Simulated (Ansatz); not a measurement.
# Converging the field response of a NaH (001) film, part 2 of 3

Aim: a convergence study of the equivalent conductor thickness of a NaH (001) film, with the cost of each setting.

Ansatz 0.2.0; plane-wave DFT, PBE, Ansatz PAW (the session's first sound run).

So far, equivalent conductor thickness p/(ε₀AE) (Å): step 2 (run, setting first choice) 8.98; step 6 (single point, box 27.8 Å (run 2)) 9.36; step 7 (single point, box 27.8 Å (run 3)) 9.14; step 8 (single point, box 27.8 Å (run 4)) 8.99; step 9 (single point, box 27.8 Å (run 5)) 8.98.

## 10. Single point, box 19.8 Å

The cell differs from the one that the last finished run ended in (c 27.760 → 19.760 Å).

The input, input.yaml:

```yaml
crystal:
  lattice:
    - [3.45068109, 0.0, 0.0]
    - [0.0, 3.45068109, 0.0]
    - [0.0, 0.0, 19.76]
  atoms:
    - { symbol: Na, position: [0.5, 0.5, 0.2530364372] }
    - { symbol: H, position: [0.0, 0.0, 0.2530364372] }
    - { symbol: Na, position: [0.0, 0.0, 0.3765182186] }
    - { symbol: H, position: [0.5, 0.5, 0.3765182186] }
    - { symbol: Na, position: [0.5, 0.5, 0.5] }
    - { symbol: H, position: [0.0, 0.0, 0.5] }
    - { symbol: Na, position: [0.0, 0.0, 0.6234817814] }
    - { symbol: H, position: [0.5, 0.5, 0.6234817814] }
    - { symbol: Na, position: [0.5, 0.5, 0.7469635628] }
    - { symbol: H, position: [0.0, 0.0, 0.7469635628] }
kpoints:
  mp_grid: { grid: [8, 8, 1] }
hamiltonian:
  xc: pbe
scf:
  occupations: { method: fixed }
  convergence: { dr2_threshold: 1.0e-10 }
efield:
  axis: 3
  dipole_correction: true
  ramp_position: 0.97
  ramp_width: 0.06
  amplitude: 0.1
output:
  write_potential: true
  write_density: true
  volumetric_format: npy
```

Command:

```sh
> ansatz run input.yaml --threads 2 --pin off --max-ram 3072MiB --backend cpu --events-out ev --progress --plain --runs-dir out
```

Numbers of over 12 decimals in the logs are rounded to 6 here.

The program printed:

```text
[...]
Crystal: 10 atoms, lattice volume = 235.286 Å³
Basis set: ecut = 420 eV, 4575 PW (Γ)
Bands: 35, of which v1, the nominal top of the filled ones, is band 25 counted from 1 (24 counted from 0)
Symmetry: 8 space group operations
k-points: 15 of 64
[...]
k-point 0: bands = [... 21 lower, -4.0715, -3.3468, -2.4867, -1.6943, 1.9225, 2.5169, 4.0767, 4.2022, ... 6 higher]
  k-point 1: bands = [... 21 lower, -3.9058, -3.1957, -2.3646, -1.6187, 2.0890, 2.6875, 4.1517, 4.2945, ... 6 higher]
  k-point 2: bands = [... 21 lower, -3.4317, -2.7774, -2.0598, -1.4863, 2.5343, 3.1242, 3.9585, 4.2470, ... 6 higher]
  k-point 14: bands = [... 21 lower, -1.3002, -1.2046, -1.1815, -0.9191, 3.5357, 3.5357, 4.0237, 4.0237, ... 6 higher]
[key lines of the parts left out:]
SCF converged after 11 iterations
Free energy (F): -7513.084415 eV
Fermi energy:    -0.919058 eV
Dipole field:    D = 0.045376 V/Å  (p = 0.059001 e·Å, saw-weighted, corrected)
```

Run time: 6.7 s. Hardware: 2 threads of Arm Neoverse V1, shared host; peak memory 0.42 GiB; 13 s of CPU time.

The dipole corresponds to a conductor 8.966 Å thick, -0.16 % from the first choice, at 0.69 times its CPU time.

## 11. Run, box 23.8 Å

The cell differs from the one that the last finished run ended in (c 19.760 → 23.760 Å).

input.yaml, the sections that differ from step 10:

```yaml
crystal:
  lattice:
    - [3.45068109, 0.0, 0.0]
    - [0.0, 3.45068109, 0.0]
    - [0.0, 0.0, 23.76]
  atoms:
    - { symbol: Na, position: [0.5, 0.5, 0.2946127946] }
    - { symbol: H, position: [0.0, 0.0, 0.2946127946] }
    - { symbol: Na, position: [0.0, 0.0, 0.3973063973] }
    - { symbol: H, position: [0.5, 0.5, 0.3973063973] }
    - { symbol: Na, position: [0.5, 0.5, 0.5] }
    - { symbol: H, position: [0.0, 0.0, 0.5] }
    - { symbol: Na, position: [0.0, 0.0, 0.6026936027] }
    - { symbol: H, position: [0.5, 0.5, 0.6026936027] }
    - { symbol: Na, position: [0.5, 0.5, 0.7053872054] }
    - { symbol: H, position: [0.0, 0.0, 0.7053872054] }
# kpoints, hamiltonian, scf, efield, output: as in step 10
```

The program printed:

```text
[...]
Crystal: 10 atoms, lattice volume = 282.915 Å³
Basis set: ecut = 420 eV, 5499 PW (Γ)
Bands: 35, of which v1, the nominal top of the filled ones, is band 25 counted from 1 (24 counted from 0)
Symmetry: 8 space group operations
k-points: 15 of 64
[...]
k-point 0: bands = [... 21 lower, -4.5902, -3.8658, -3.0056, -2.2130, 1.3825, 1.9727, 2.8551, 3.4518, ... 6 higher]
  k-point 1: bands = [... 21 lower, -4.4245, -3.7147, -2.8834, -2.1373, 1.5527, 2.1407, 3.0261, 3.5595, ... 6 higher]
  k-point 2: bands = [... 21 lower, -3.9504, -3.2964, -2.5786, -2.0051, 2.0093, 2.5734, 3.4299, 3.4662, ... 6 higher]
  k-point 14: bands = [... 21 lower, -1.8197, -1.7238, -1.6998, -1.4381, 3.0169, 3.0169, 3.5048, 3.5048, ... 6 higher]
[key lines of the parts left out:]
SCF converged after 11 iterations
Free energy (F): -7513.084416 eV
Fermi energy:    -1.438139 eV
Dipole field:    D = 0.037799 V/Å  (p = 0.059098 e·Å, saw-weighted, corrected)
```

Wall time 8.1 s (2 threads); peak memory 0.45 GiB.

The dipole corresponds to a conductor 8.981 Å thick, +0.00 % from the first choice, at 0.83 times its CPU time.

## 12. Run, box 35.8 Å

The cell differs from the one that the last finished run ended in (c 23.760 → 35.760 Å).

input.yaml, the sections that differ from step 11:

```yaml
crystal:
  lattice:
    - [3.45068109, 0.0, 0.0]
    - [0.0, 3.45068109, 0.0]
    - [0.0, 0.0, 35.76]
  atoms:
    - { symbol: Na, position: [0.5, 0.5, 0.3635346756] }
    - { symbol: H, position: [0.0, 0.0, 0.3635346756] }
    - { symbol: Na, position: [0.0, 0.0, 0.4317673378] }
    - { symbol: H, position: [0.5, 0.5, 0.4317673378] }
    - { symbol: Na, position: [0.5, 0.5, 0.5] }
    - { symbol: H, position: [0.0, 0.0, 0.5] }
    - { symbol: Na, position: [0.0, 0.0, 0.5682326622] }
    - { symbol: H, position: [0.5, 0.5, 0.5682326622] }
    - { symbol: Na, position: [0.5, 0.5, 0.6364653244] }
    - { symbol: H, position: [0.0, 0.0, 0.6364653244] }
# kpoints, hamiltonian, scf, efield, output: as in step 11
```

The program printed:

```text
[...]
Crystal: 10 atoms, lattice volume = 425.801 Å³
Basis set: ecut = 420 eV, 8275 PW (Γ)
Bands: 35, of which v1, the nominal top of the filled ones, is band 25 counted from 1 (24 counted from 0)
Symmetry: 8 space group operations
k-points: 15 of 64
[...]
k-point 0: bands = [... 21 lower, -5.4506, -4.7262, -3.8661, -3.0734, 0.4989, 1.1247, 1.2469, 2.0616, ... 6 higher]
  k-point 1: bands = [... 21 lower, -5.2849, -4.5751, -3.7439, -2.9978, 0.6713, 1.2910, 1.4373, 2.2488, ... 6 higher]
  k-point 2: bands = [... 21 lower, -4.8108, -4.1568, -3.4391, -2.8656, 1.1364, 1.7154, 1.9998, 2.5755, ... 6 higher]
  k-point 14: bands = [... 21 lower, -2.6802, -2.5841, -2.5604, -2.2984, 2.1563, 2.1563, 2.6444, 2.6444, ... 6 higher]
[key lines of the parts left out:]
SCF converged after 11 iterations
Free energy (F): -7513.084459 eV
Fermi energy:    -2.298432 eV
Dipole field:    D = 0.025115 V/Å  (p = 0.059100 e·Å, saw-weighted, corrected)
```

It took 12 s on 2 threads; peak memory 0.58 GiB.

The dipole corresponds to a conductor 8.981 Å thick, +0.01 % from the first choice, at 1.3 times its CPU time.

## 13. Run, box 27.8 Å (run 3)

input.yaml, the sections that differ from step 12:

```yaml
crystal:
  lattice:
    - [3.45068109, 0.0, 0.0]
    - [0.0, 3.45068109, 0.0]
    - [0.0, 0.0, 27.76]
  atoms:
    - { symbol: Na, position: [0.5, 0.5, 0.3242074928] }
    - { symbol: H, position: [0.0, 0.0, 0.3242074928] }
    - { symbol: Na, position: [0.0, 0.0, 0.4121037464] }
    - { symbol: H, position: [0.5, 0.5, 0.4121037464] }
    - { symbol: Na, position: [0.5, 0.5, 0.5] }
    - { symbol: H, position: [0.0, 0.0, 0.5] }
    - { symbol: Na, position: [0.0, 0.0, 0.5878962536] }
    - { symbol: H, position: [0.5, 0.5, 0.5878962536] }
    - { symbol: Na, position: [0.5, 0.5, 0.6757925072] }
    - { symbol: H, position: [0.0, 0.0, 0.6757925072] }
efield:
  axis: 3
  dipole_correction: true
  ramp_position: 0.97
  ramp_width: 0.06
  amplitude: 0.005
# kpoints, hamiltonian, scf, output: as in step 12
```

The program printed:

```text
[...]
Crystal: 10 atoms, lattice volume = 330.544 Å³
Basis set: ecut = 420 eV, 6433 PW (Γ)
Bands: 35, of which v1, the nominal top of the filled ones, is band 25 counted from 1 (24 counted from 0)
Symmetry: 8 space group operations
k-points: 15 of 64
[...]
k-point 0: bands = [... 21 lower, -4.9620, -4.2353, -3.3740, -2.5915, 1.2921, 1.3465, 2.3870, 2.7939, ... 6 higher]
  k-point 1: bands = [... 21 lower, -4.7963, -4.0841, -3.2515, -2.5164, 1.4659, 1.5088, 2.5732, 2.9700, ... 6 higher]
  k-point 2: bands = [... 21 lower, -4.3220, -3.6652, -2.9450, -2.3874, 1.9109, 1.9477, 3.0762, 3.0939, ... 6 higher]
  k-point 14: bands = [... 21 lower, -2.1734, -2.1152, -1.9689, -1.9443, 2.6622, 2.6622, 3.1319, 3.1319, ... 6 higher]
[key lines of the parts left out:]
SCF converged after 11 iterations
Free energy (F): -7513.081564 eV
Fermi energy:    -1.944280 eV
Dipole field:    D = 0.001617 V/Å  (p = 0.002954 e·Å, saw-weighted, corrected)
```

Wall time 9.4 s (2 threads); peak memory 0.5 GiB; 18 s of CPU time.

The dipole corresponds to a conductor 8.979 Å thick, -0.02 % from the first choice, at 0.97 times its CPU time.

## 14. Run, box 27.8 Å (run 4)

input.yaml: that of step 13 with these lines changed.

```diff
@@ -28,3 +28,3 @@
   ramp_width: 0.06
-  amplitude: 0.005
+  amplitude: 0.03
 output:
```

The program printed:

```text
[...]
Crystal: 10 atoms, lattice volume = 330.544 Å³
Basis set: ecut = 420 eV, 6433 PW (Γ)
Bands: 35, of which v1, the nominal top of the filled ones, is band 25 counted from 1 (24 counted from 0)
Symmetry: 8 space group operations
k-points: 15 of 64
[...]
k-point 0: bands = [... 21 lower, -4.9618, -4.2353, -3.3741, -2.5907, 1.2232, 1.4130, 2.3475, 2.8192, ... 6 higher]
  k-point 1: bands = [... 21 lower, -4.7961, -4.0841, -3.2517, -2.5156, 1.3935, 1.5789, 2.5336, 2.9931, ... 6 higher]
  k-point 2: bands = [... 21 lower, -4.3218, -3.6653, -2.9453, -2.3863, 1.8416, 2.0151, 3.0529, 3.0791, ... 6 higher]
  k-point 14: bands = [... 21 lower, -2.1744, -2.1094, -2.0014, -1.9111, 2.6608, 2.6608, 3.1322, 3.1322, ... 6 higher]
[key lines of the parts left out:]
SCF converged after 11 iterations
Free energy (F): -7513.081822 eV
Fermi energy:    -1.911080 eV
Dipole field:    D = 0.009704 V/Å  (p = 0.017726 e·Å, saw-weighted, corrected)
```

The job ended after 9.2 s (2 threads; peak memory 0.5 GiB).

The dipole corresponds to a conductor 8.979 Å thick, -0.02 % from the first choice, at 0.95 times its CPU time.

## 15. Run, box 27.8 Å (run 5)

input.yaml: that of step 14 with these lines changed.

```diff
@@ -28,3 +28,3 @@
   ramp_width: 0.06
-  amplitude: 0.03
+  amplitude: 0.3
 output:
```

The program printed:

```text
[...]
Crystal: 10 atoms, lattice volume = 330.544 Å³
Basis set: ecut = 420 eV, 6433 PW (Γ)
Bands: 35, of which v1, the nominal top of the filled ones, is band 25 counted from 1 (24 counted from 0)
Symmetry: 8 space group operations
k-points: 15 of 64
[...]
k-point 0: bands = [... 21 lower, -4.9546, -4.2350, -3.3825, -2.5180, 0.2284, 1.0877, 2.1470, 2.6770, ... 6 higher]
  k-point 1: bands = [... 21 lower, -4.7894, -4.0848, -3.2619, -2.4381, 0.4107, 1.2675, 2.3113, 2.8449, ... 6 higher]
  k-point 2: bands = [... 21 lower, -4.3181, -3.6714, -2.9657, -2.2852, 0.9296, 1.7742, 2.7070, 2.9923, ... 6 higher]
  k-point 14: bands = [... 21 lower, -2.4049, -2.1612, -1.9305, -1.5105, 2.5371, 2.5371, 3.1476, 3.1476, ... 6 higher]
[key lines of the parts left out:]
SCF converged after 11 iterations
Free energy (F): -7513.108168 eV
Fermi energy:    -1.510474 eV
Dipole field:    D = 0.097209 V/Å  (p = 0.177572 e·Å, saw-weighted, corrected)
```

It took 9.3 s on 2 threads; peak memory 0.5 GiB; 18 s of CPU time.

The dipole corresponds to a conductor 8.995 Å thick, +0.16 % from the first choice, at 0.96 times its CPU time.

## 16. Run, box 27.8 Å (run 6)

input.yaml: that of step 15 with these lines changed.

```diff
@@ -22,3 +22,3 @@
   occupations: { method: fixed }
-  convergence: { dr2_threshold: 1.0e-10 }
+  convergence: { dr2_threshold: 0.0001 }
 efield:
@@ -28,3 +28,3 @@
   ramp_width: 0.06
-  amplitude: 0.3
+  amplitude: 0.1
 output:
```

The program printed:

```text
[...]
Crystal: 10 atoms, lattice volume = 330.544 Å³
Basis set: ecut = 420 eV, 6433 PW (Γ)
Bands: 35, of which v1, the nominal top of the filled ones, is band 25 counted from 1 (24 counted from 0)
Symmetry: 8 space group operations
k-points: 15 of 64
[...]
k-point 0: bands = [... 21 lower, -4.9619, -4.2371, -3.3771, -2.5848, 0.9974, 1.6135, 2.0801, 2.9294, ... 6 higher]
  k-point 1: bands = [... 21 lower, -4.7962, -4.0860, -3.2549, -2.5092, 1.1690, 1.7798, 2.2645, 3.0850, ... 6 higher]
  k-point 2: bands = [... 21 lower, -4.3221, -3.6678, -2.9501, -2.3769, 1.6311, 2.2057, 2.7875, 3.0663, ... 6 higher]
  k-point 14: bands = [... 21 lower, -2.1912, -2.0948, -2.0721, -1.8090, 2.6444, 2.6444, 3.1328, 3.1328, ... 6 higher]
[key lines of the parts left out:]
SCF converged after 7 iterations
Free energy (F): -7513.084510 eV
Fermi energy:    -1.809047 eV
Dipole field:    D = 0.032313 V/Å  (p = 0.059026 e·Å, saw-weighted, corrected)
```

Run time: 8.4 s. Hardware: 2 threads; peak memory 0.49 GiB.

The dipole corresponds to a conductor 8.970 Å thick, -0.12 % from the first choice, at 0.87 times its CPU time.

## 17. Single point, box 27.8 Å (run 6)

input.yaml: that of step 16 with these lines changed.

```diff
@@ -22,3 +22,3 @@
   occupations: { method: fixed }
-  convergence: { dr2_threshold: 0.0001 }
+  convergence: { dr2_threshold: 1.0e-06 }
 efield:
```

The program printed:

```text
[...]
Crystal: 10 atoms, lattice volume = 330.544 Å³
Basis set: ecut = 420 eV, 6433 PW (Γ)
Bands: 35, of which v1, the nominal top of the filled ones, is band 25 counted from 1 (24 counted from 0)
Symmetry: 8 space group operations
k-points: 15 of 64
[...]
k-point 0: bands = [... 21 lower, -4.9592, -4.2346, -3.3746, -2.5820, 0.9962, 1.6139, 2.0799, 2.9304, ... 6 higher]
  k-point 1: bands = [... 21 lower, -4.7935, -4.0835, -3.2524, -2.5064, 1.1679, 1.7803, 2.2642, 3.0864, ... 6 higher]
  k-point 2: bands = [... 21 lower, -4.3193, -3.6652, -2.9476, -2.3741, 1.6304, 2.2065, 2.7868, 3.0696, ... 6 higher]
  k-point 14: bands = [... 21 lower, -2.1884, -2.0925, -2.0690, -1.8065, 2.6478, 2.6478, 3.1358, 3.1358, ... 6 higher]
[key lines of the parts left out:]
SCF converged after 8 iterations
Free energy (F): -7513.084511 eV
Fermi energy:    -1.806533 eV
Dipole field:    D = 0.032385 V/Å  (p = 0.059158 e·Å, saw-weighted, corrected)
```

The job ended after 9.5 s (2 threads; peak memory 0.49 GiB).

The dipole corresponds to a conductor 8.990 Å thick, +0.10 % from the first choice, at 0.98 times its CPU time.

## 18. Single point, box 27.8 Å (run 7)

input.yaml: that of step 17 with these lines changed.

```diff
@@ -22,3 +22,3 @@
   occupations: { method: fixed }
-  convergence: { dr2_threshold: 1.0e-06 }
+  convergence: { dr2_threshold: 1.0e-08 }
 efield:
```

The program printed:

```text
[...]
Crystal: 10 atoms, lattice volume = 330.544 Å³
Basis set: ecut = 420 eV, 6433 PW (Γ)
Bands: 35, of which v1, the nominal top of the filled ones, is band 25 counted from 1 (24 counted from 0)
Symmetry: 8 space group operations
k-points: 15 of 64
[...]
k-point 0: bands = [... 21 lower, -4.9600, -4.2353, -3.3753, -2.5829, 0.9965, 1.6138, 2.0801, 2.9301, ... 6 higher]
  k-point 1: bands = [... 21 lower, -4.7943, -4.0842, -3.2531, -2.5073, 1.1682, 1.7802, 2.2644, 3.0860, ... 6 higher]
  k-point 2: bands = [... 21 lower, -4.3202, -3.6659, -2.9483, -2.3750, 1.6307, 2.2064, 2.7870, 3.0687, ... 6 higher]
  k-point 14: bands = [... 21 lower, -2.1893, -2.0931, -2.0701, -1.8073, 2.6469, 2.6469, 3.1351, 3.1351, ... 6 higher]
[key lines of the parts left out:]
SCF converged after 9 iterations
Free energy (F): -7513.084511 eV
Fermi energy:    -1.807255 eV
Dipole field:    D = 0.032351 V/Å  (p = 0.059096 e·Å, saw-weighted, corrected)
```

Elapsed: 8.9 s, on 2 threads; peak memory 0.49 GiB; 18 s of CPU time.

The dipole corresponds to a conductor 8.981 Å thick, -0.00 % from the first choice, at 0.92 times its CPU time.

## 19. Run, box 27.8 Å (run 7)

This step: plane-wave DFT, LDA, Ansatz PAW (Ansatz 0.2.0).

input.yaml: that of step 18 with these lines changed.

```diff
@@ -19,6 +19,6 @@
 hamiltonian:
-  xc: pbe
+  xc: lda
 scf:
   occupations: { method: fixed }
-  convergence: { dr2_threshold: 1.0e-08 }
+  convergence: { dr2_threshold: 1.0e-10 }
 efield:
```

The program printed:

```text
[...]
Crystal: 10 atoms, lattice volume = 330.544 Å³
Basis set: ecut = 420 eV, 6433 PW (Γ)
Bands: 35, of which v1, the nominal top of the filled ones, is band 25 counted from 1 (24 counted from 0)
Symmetry: 8 space group operations
k-points: 15 of 64
[...]
k-point 0: bands = [... 21 lower, -5.2323, -4.4856, -3.5894, -2.7496, 0.8601, 1.4125, 2.0495, 2.7218, ... 6 higher]
  k-point 1: bands = [... 21 lower, -5.0626, -4.3296, -3.4610, -2.6681, 1.0271, 1.5737, 2.2348, 2.8302, ... 6 higher]
  k-point 2: bands = [... 21 lower, -4.5749, -3.8947, -3.1368, -2.5235, 1.4562, 1.9688, 2.6455, 2.7555, ... 6 higher]
  k-point 14: bands = [... 21 lower, -2.3150, -2.2036, -2.1985, -1.9354, 2.2023, 2.2023, 2.6889, 2.6889, ... 6 higher]
[key lines of the parts left out:]
SCF converged after 11 iterations
Free energy (F): -7412.841894 eV
Fermi energy:    -1.935446 eV
Dipole field:    D = 0.033268 V/Å  (p = 0.060771 e·Å, saw-weighted, corrected)
```

The job ended after 9.4 s (2 threads; peak memory 0.49 GiB).

The dipole corresponds to a conductor 9.235 Å thick, +2.83 % from the first choice, at 0.97 times its CPU time.

[end of part 2 of 3]

[Logs are printed without paths, hosts, clocks, repeated set-up lines and the standing remarks that a program may print on its own settings, such as how far it seeks lower states.]

[Hosts, paths, dates, database ids (printed as entryN), source tags and the programs' standing remarks are cut or masked in the printed files.]

[Maps of the electrostatic potential energy from Ansatz leave out the sawtooth potential of an applied field or a dipole correction, so their vacuum need not be flat; planar profiles and work functions include it.]
